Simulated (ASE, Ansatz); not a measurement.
# What went wrong? random fcc alloy of Ir and Pd (108 atoms)

Program: Ansatz 0.2.0. The cell: 68 Pd and 40 Ir.

Contents of input.yaml:

```yaml
crystal:
  lattice:
    - [11.6133, 0.0, 0.0]
    - [0.0, 11.6133, 0.0]
    - [0.0, 0.0, 11.6133]
  atoms:
    - { symbol: Pd, position: [0.99669, 0.99858, 0.99677] }
    - { symbol: Pd, position: [0.99761, 0.16719, 0.16537] }
    - { symbol: Ir, position: [0.16479, 0.00037, 0.16679] }
    - { symbol: Pd, position: [0.167, 0.16432, 0.99962] }
    - { symbol: Pd, position: [0.99986, 0.00216, 0.3315] }
    - { symbol: Pd, position: [0.00063, 0.16532, 0.5007] }
    - { symbol: Ir, position: [0.16913, 0.99853, 0.50043] }
    - { symbol: Ir, position: [0.16634, 0.1651, 0.33173] }
    - { symbol: Ir, position: [0.0005, 0.00099, 0.66515] }
    - { symbol: Pd, position: [0.00317, 0.16439, 0.83398] }
    - { symbol: Ir, position: [0.16618, 0.99828, 0.83189] }
    - { symbol: Ir, position: [0.16636, 0.16669, 0.66335] }
    - { symbol: Pd, position: [0.9991, 0.33304, 0.99872] }
    - { symbol: Pd, position: [7.0e-05, 0.49742, 0.1665] }
    - { symbol: Pd, position: [0.16697, 0.33737, 0.16638] }
    - { symbol: Pd, position: [0.1689, 0.4986, 0.99853] }
    - { symbol: Ir, position: [0.00078, 0.33264, 0.33376] }
    - { symbol: Pd, position: [0.00113, 0.49952, 0.49942] }
    [... 84 atom lines left out ...]
    - { symbol: Pd, position: [0.83397, 0.66648, 0.49974] }
    - { symbol: Ir, position: [0.83067, 0.83272, 0.33484] }
    - { symbol: Pd, position: [0.66479, 0.666, 0.66541] }
    - { symbol: Pd, position: [0.66524, 0.83423, 0.83199] }
    - { symbol: Pd, position: [0.83385, 0.66839, 0.83339] }
    - { symbol: Pd, position: [0.83236, 0.83549, 0.66784] }
kpoints:
  mp_grid: { grid: [2, 2, 2] }
hamiltonian:
  xc: pbe
scf:
  occupations: { method: cold, width: 0.15 }
  mixing: { algorithm: anderson, beta: 0.001, ndim: 1 }
  max_iter: 50
output:
  forces: true
```

On the command line:

```console
> ansatz run input.yaml --threads 32 --pin off --max-ram 143360MiB --backend cuda --events-out ev --progress --plain --runs-dir out
```

The program printed:

```text
Engine: ansatz 0.2.0, aarch64-unknown-linux-gnu
Pseudopotentials: kind: paw
Pseudopotential: Pd, paw, valence charge 18, recommended cutoff 420 eV (normal), Pd.paw.azcp
Pseudopotential: Ir, paw, valence charge 17, recommended cutoff 420 eV (normal), Ir.paw.azcp
[... 5 lines on functional and potentials left out ...]
device memory: the entry about to start is reckoned to put 55.4 GiB on a device that reports 182.5 GiB free
GPU FFT provider: cuFFT
GPU libraries: cuBLAS 13.8.1, cuFFT 12.4.0, cuSOLVER 12.3.2
GPU matrix products: emulated (plane waves: as basis.precision tells), large ones in fixed point in workspaces of 1.00 GiB
Crystal: 108 atoms, lattice volume = 1566.271 Å³
Basis set: ecut = 420 eV, 30647 PW (Γ), exchange–correlation on 160×160×160 points (8 copies of the dense FFT grid, shifted against one another)
Bands: 1060, of which v1, the nominal top of the filled ones, is band 952 counted from 1 (951 counted from 0)
Symmetry: 1 space group operations
Space group: P1 (ITA 1), of the structure as read, at distance tolerance 1.2e-4 Å
k-points: 8
[... 5 lines on functional and potentials left out ...]
Initial density: superposition of atomic densities (neutral atoms: chi_scale 0, normalization atom), corrected by the library's trained network
Initial wavefunctions: pseudopotential atomic-orbital guess
GPU buffer pool allocated for 512000 grid points (all kernels)
GPU transforms: local potential and band sums: pruned to the plane-wave sphere, on 80×80×80
Functional: x = pbe(κ = 0.804, μ = 0.219515), c = pbe(β = 0.066725)
SCF iter   1: F=—  HF=-951555.291034 eV  |F-HF|=—  |Δ(HF+E_count)|=         —  Δρ=9.55e-3  dr2=5.68e0  ethr=1.77e-3
preconditioner: auto → Kerker (q_TF=auto, 2.819 Å⁻¹)  [metal: Δε(μ)=0.003 eV  Ē_g=4.992 eV  σ=0.150 eV  W_gap=0.01  n_scr=618 (ndim 1)  ℏωp=30.3 eV  f_vac=0.000  D(μ)=146.25/eV (n_scr^D=1838)]
SCF iter   2: F=—  HF=-951555.288024 eV  |F-HF|=—  |Δ(HF+E_count)|=   3.01e-3  S|Δr|=    0.00e0  Δρ=9.53e-3  dr2=5.65e0  ethr=2.98e-4
SCF iter   3: F=—  HF=-951555.304788 eV  |F-HF|=—  |Δ(HF+E_count)|=   1.68e-2  S|Δr|=    0.00e0  Δρ=9.50e-3  dr2=5.60e0  ethr=2.96e-4
SCF iter   4: F=—  HF=-951555.317692 eV  |F-HF|=—  |Δ(HF+E_count)|=   1.29e-2  S|Δr|=    0.00e0  Δρ=9.47e-3  dr2=5.56e0  ethr=2.94e-4
SCF iter   5: F=—  HF=-951555.330456 eV  |F-HF|=—  |Δ(HF+E_count)|=   1.28e-2  S|Δr|=    0.00e0  Δρ=9.45e-3  dr2=5.52e0  ethr=2.92e-4
SCF iter   6: F=—  HF=-951555.343239 eV  |F-HF|=—  |Δ(HF+E_count)|=   1.28e-2  S|Δr|=    0.00e0  Δρ=9.42e-3  dr2=5.48e0  ethr=2.90e-4
SCF iter   7: F=—  HF=-951555.356051 eV  |F-HF|=—  |Δ(HF+E_count)|=   1.28e-2  S|Δr|=    0.00e0  Δρ=9.39e-3  dr2=5.45e0  ethr=2.88e-4
SCF iter   8: F=—  HF=-951555.368857 eV  |F-HF|=—  |Δ(HF+E_count)|=   1.28e-2  S|Δr|=    0.00e0  Δρ=9.37e-3  dr2=5.41e0  ethr=2.86e-4
SCF iter   9: F=—  HF=-951555.381675 eV  |F-HF|=—  |Δ(HF+E_count)|=   1.28e-2  S|Δr|=    0.00e0  Δρ=9.34e-3  dr2=5.37e0  ethr=2.84e-4
[...]
SCF iter  47: F=—  HF=-951555.871474 eV  |F-HF|=—  |Δ(HF+E_count)|=   1.29e-2  S|Δr|=    0.00e0  Δρ=8.43e-3  dr2=4.10e0  ethr=2.17e-4
SCF iter  48: F=—  HF=-951555.268709 eV  |F-HF|=—  |Δ(HF+E_count)|=   6.03e-1  S|Δr|=    0.00e0  Δρ=8.41e-3  dr2=4.07e0  ethr=2.15e-4
SCF iter  49: F=—  HF=-951555.268030 eV  |F-HF|=—  |Δ(HF+E_count)|=   6.79e-4  S|Δr|=    0.00e0  Δρ=8.39e-3  dr2=4.05e0  ethr=2.14e-4
SCF iter  50: F=—  HF=-951555.267433 eV  |F-HF|=—  |Δ(HF+E_count)|=   5.97e-4  S|Δr|=    0.00e0  Δρ=8.37e-3  dr2=4.02e0  ethr=2.12e-4
Error: did not converge after 50 iterations: dr2 = 4.02e0 (threshold 1.00e-6), under the density mixer `anderson`; raise `scf.max_iter`, which need not help a stalled SCF, or adjust the mixing (`scf.mixing`) or, under a smearing, its width (`scf.occupations.width`, in either direction: [...]
```

Elapsed: 7.4 s, on 1 × NVIDIA GB200 with 32 threads of Arm Neoverse V2, shared host; peak memory 1.9 GiB; 38 s of CPU time.

What is at fault here, and what would mend it?

Mixing far too weak: scf.mixing = {"algorithm": "anderson", "beta": 0.001, "ndim": 1}.

The fix is to take out scf.mixing.

The run ended unconverged.

[Long decimals in the printed logs are rounded to 6 places.]

[Logs are printed without paths, hosts, clocks, repeated set-up lines and the standing remarks that a program may print on its own settings, such as how far it seeks lower states.]

[Hosts, paths, dates, database ids (printed as entryN), source tags and the programs' standing remarks are cut or masked in the printed files.]
